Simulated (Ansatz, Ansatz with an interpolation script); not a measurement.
# Settings in Wannier-interpolated G0W0: AlH3 (R-3c), part 2 of 2

How do the Wannier model and the GW settings move the interpolated bands of AlH3 (R-3c)?

Ansatz 0.2.0; maximally localised Wannier functions, LDA, plane waves, PAW; PAW set soft_1. Known limits of the many-body steps: not at the basis limit; coarse k mesh.

So far. Step 6 (G0W0: 2×2×2 mesh, 281 empty bands, screening to 150 eV …): The G0W0 gap on the mesh is 4.087 eV.

**7. G0W0: 8×8×8 mesh, 99 empty bands, screening to 75 eV, PAW set soft_1 files**

Level of this step: G0W0 on LDA, plane waves, PAW; PAW set soft_1 (Ansatz).

input.yaml reads:

```yaml
crystal:
  lattice:
    - [2.22465, 1.2844022764, 3.9345666667]
    - [-2.22465, 1.2844022764, 3.9345666667]
    - [0.0, -2.5688045527, 3.9345666667]
  atoms:
    - { symbol: Al, position: [0.0, 0.0, 0.0] }
    - { symbol: Al, position: [0.5, 0.5, 0.5] }
    - { symbol: H, position: [0.878, 0.622, 0.25] }
    - { symbol: H, position: [0.25, 0.878, 0.622] }
    - { symbol: H, position: [0.622, 0.25, 0.878] }
    - { symbol: H, position: [0.122, 0.378, 0.75] }
    - { symbol: H, position: [0.75, 0.122, 0.378] }
    - { symbol: H, position: [0.378, 0.75, 0.122] }
kpoints:
  mp_grid: { grid: [8, 8, 8] }
hamiltonian:
  xc: lda
  pseudopotentials: { kind: paw, azcp: { folder: soft_1 }, xc_functional: pbe }
scf:
  occupations: { method: fixed }
gw:
  n_empty_bands: 99
  ecut_chi: 75
  qp_bands: [v6, c2]
  screening: { model: contour_deformation }
```

Run with:

```
$ ansatz run input.yaml --threads 3 --pin off --max-ram 92160MiB --backend cuda --events-out ev --progress --plain --runs-dir out --devices 1 --max-vram 13GiB
```

Numbers of over 12 decimals in the logs are rounded to 6 here.

Output:

```text
GPUs: using 1 of 1 available (devices: 1).
[...]
GPU FFT provider: cuFFT
GPU libraries: cuBLAS 13.8.2, cuFFT 12.4.0, cuSOLVER 12.3.4
Crystal: 8 atoms, lattice volume = 67.454 Å³
Basis set: ecut = 420 eV, 1309 PW (Γ)
Bands: 14, of which v1, the nominal top of the filled ones, is band 6 counted from 1 (5 counted from 0)
Symmetry: 12 space group operations
[...]
k-points: 65 of 512
[...]
0     8      6.6444    -3.6613    -4.0978    -8.5205  0.8080     7.4126     7.4058  root
[...]
64     5     -0.2405   -15.8151     2.7048   -12.0640  0.7610    -1.3041    -1.2866  root
    64     6     -0.2405   -15.8151     2.7048   -12.0640  0.7610    -1.3041    -1.2866  root
    64     7      5.5833    -6.1076    -3.9648   -11.0547  0.8008     6.5765     6.5656  root
    64     8      5.5833    -6.1076    -3.9648   -11.0547  0.8008     6.5765     6.5656  root
[key lines of the parts left out:]
SCF converged after 6 iterations
Free energy (F): -1119.640957 eV
Fermi energy:    1.047344 eV
```

Run time: 3.6 min. Hardware: 1 × NVIDIA H100 80GB HBM3 (shared by 6 runs) with 3 threads of AMD EPYC 7R13 (Zen 3), shared host; peak memory 1.3 GiB; 6.1 min of CPU time.

The G0W0 gap on the mesh is 4.040 eV.

**8. G0W0: 4×4×4 mesh, 130 empty bands, screening to 90 eV, PAW set soft_1 files**

input.yaml: that of step 7 with these lines changed.

```diff
@@ -15,3 +15,3 @@
 kpoints:
-  mp_grid: { grid: [8, 8, 8] }
+  mp_grid: { grid: [4, 4, 4] }
 hamiltonian:
@@ -22,4 +22,4 @@
 gw:
-  n_empty_bands: 99
-  ecut_chi: 75
+  n_empty_bands: 130
+  ecut_chi: 90
   qp_bands: [v6, c2]
```

Output:

```text
GPUs: using 1 of 1 available (devices: 1).
[...]
GPU FFT provider: cuFFT
GPU libraries: cuBLAS 13.8.2, cuFFT 12.4.0, cuSOLVER 12.3.4
Crystal: 8 atoms, lattice volume = 67.454 Å³
Basis set: ecut = 420 eV, 1309 PW (Γ)
Bands: 14, of which v1, the nominal top of the filled ones, is band 6 counted from 1 (5 counted from 0)
Symmetry: 12 space group operations
[...]
k-points: 13 of 64
[...]
0     8      6.6445    -3.6384    -4.1598    -8.5203  0.8066     7.3728     7.3667  root
[...]
12     5     -0.2403   -15.8487     2.6535   -12.0642  0.7594    -1.3917    -1.3713  root
    12     6     -0.2403   -15.8487     2.6535   -12.0642  0.7594    -1.3917    -1.3713  root
    12     7      5.5830    -6.0600    -4.0561   -11.0548  0.7990     6.5318     6.5217  root
    12     8      5.5830    -6.0600    -4.0561   -11.0548  0.7990     6.5318     6.5217  root
[key lines of the parts left out:]
SCF converged after 6 iterations
Free energy (F): -1119.639156 eV
Fermi energy:    1.027555 eV
```

Wall time 13 s (1 × NVIDIA H100 80GB HBM3 (shared by 6 runs) with 3 threads); peak memory 1 GiB; 19 s of CPU time.

The G0W0 gap on the mesh is 4.118 eV.

**9. G0W0: 4×4×4 mesh, 281 empty bands, screening to 150 eV, plasmon pole, PAW set soft_1 files**

input.yaml: that of step 8 with these lines changed.

```diff
@@ -22,5 +22,5 @@
 gw:
-  n_empty_bands: 130
-  ecut_chi: 90
+  n_empty_bands: 281
+  ecut_chi: 150.0
   qp_bands: [v6, c2]
-  screening: { model: contour_deformation }
+  screening: { model: godby_needs }
```

Output:

```text
GPUs: using 1 of 1 available (devices: 1).
[...]
GPU FFT provider: cuFFT
GPU libraries: cuBLAS 13.8.2, cuFFT 12.4.0, cuSOLVER 12.3.4
Crystal: 8 atoms, lattice volume = 67.454 Å³
Basis set: ecut = 420 eV, 1309 PW (Γ)
Bands: 14, of which v1, the nominal top of the filled ones, is band 6 counted from 1 (5 counted from 0)
Symmetry: 12 space group operations
[...]
k-points: 13 of 64
[...]
1     1     -7.1854   -17.6363     5.2905   -11.1936  0.6775    -8.3513    -8.3376  root
[...]
12     5     -0.2403   -15.8487     2.5295   -12.0642  0.7671    -1.5112    -1.4953  root
    12     6     -0.2403   -15.8487     2.5295   -12.0642  0.7671    -1.5112    -1.4953  root
    12     7      5.5830    -6.0600    -4.0861   -11.0548  0.8033     6.4988     6.4917  root
    12     8      5.5830    -6.0600    -4.0861   -11.0548  0.8033     6.4988     6.4917  root
[key lines of the parts left out:]
SCF converged after 6 iterations
Free energy (F): -1119.639156 eV
Fermi energy:    1.027555 eV
```

The job ended after 22 s (1 × NVIDIA H100 80GB HBM3 (shared by 6 runs) with 3 threads; peak memory 1.8 GiB; 41 s of CPU time).

The G0W0 gap on the mesh is 4.210 eV.

**10. Interpolated results**

Times are wall times on 1 × NVIDIA H100 80GB HBM3 (shared by 6 runs) with 3 threads of AMD EPYC 7R13 (Zen 3), shared host, good to a factor of about two.

```csv
GW mesh,empty bands,cutoff (eV),frequency,gap on mesh (eV),gap over zone (eV),direct gap (eV),valence width (eV),GW time
4×4×4,281,150,contour deformation,4.217,4.190,4.309,8.576,11 s
2×2×2,281,150,contour deformation,4.087,3.986,4.234,8.689,7.2 s
8×8×8,99,75,contour deformation,4.040,4.033,4.146,8.750,3.6 min
4×4×4,130,90,contour deformation,4.118,4.088,4.203,8.679,13 s
4×4×4,281,150,plasmon pole,4.210,4.181,4.301,8.705,22 s
```

**11. Outcome**

```json
{
  "4×4×4 mesh, 281 empty bands, screening to 150 eV, PAW set soft_1 files": "4.19 eV",
  "2×2×2 mesh, 281 empty bands, screening to 150 eV, PAW set soft_1 files": "3.99 eV",
  "8×8×8 mesh, 99 empty bands, screening to 75 eV, PAW set soft_1 files": "4.03 eV",
  "4×4×4 mesh, 130 empty bands, screening to 90 eV, PAW set soft_1 files": "4.09 eV",
  "4×4×4 mesh, 281 empty bands, screening to 150 eV, plasmon pole, PAW set soft_1 files": "4.18 eV"
}
```

**Reading.** The largest change, −0.20 eV in the gap over the zone, comes with 2×2×2 mesh, 281 empty bands, screening to 150 eV, PAW set soft_1 files. The first run is a reference, not a converged one, and where a row moves several settings no single cause can be named. Rows on another GW mesh add that mesh's corrections to the bands of the one model. Coarser Wannier mesh (4×4×4): the miss near the gap goes from 10 (the model on 8×8×8) to 30 meV and the total spread from 32.6 to 24.6 Å². Nothing frozen (4×4×4): the miss near the gap goes from 30 (the model on 4×4×4) to 451 meV and the total spread from 24.6 to 22.2 Å². With 2×2×2 mesh, 281 empty bands, screening to 150 eV, PAW set soft_1 files the gap over the zone moves by −0.20 eV and that on the mesh by −0.13 eV. With 8×8×8 mesh, 99 empty bands, screening to 75 eV, PAW set soft_1 files the gap over the zone moves by −0.16 eV and that on the mesh by −0.18 eV. With 4×4×4 mesh, 130 empty bands, screening to 90 eV, PAW set soft_1 files the gap over the zone moves by −0.10 eV and that on the mesh by −0.10 eV. With 4×4×4 mesh, 281 empty bands, screening to 150 eV, plasmon pole, PAW set soft_1 files the gap over the zone moves by −0.01 eV and that on the mesh by −0.01 eV. Gaps over the zone and on the mesh differ where an edge lies off the mesh, or where a GW run starts from another density: the starting gap over the zone is 1.936 eV, on the GW meshes it is 1.965 eV, 1.972 eV and 1.946 eV.

[Paths, hosts, dates, memory and timing lines, banners, echoed tables and standing remarks are left out of the program output.]

[Logs are printed without paths, hosts, clocks, repeated set-up lines and the standing remarks that a program may print on its own settings, such as how far it seeks lower states.]

[Runs of the session that timed out or met a known fault of the program may be left out.]

[Hosts, paths, dates, database ids (printed as entryN), source tags and the programs' standing remarks are cut or masked in the printed files.]
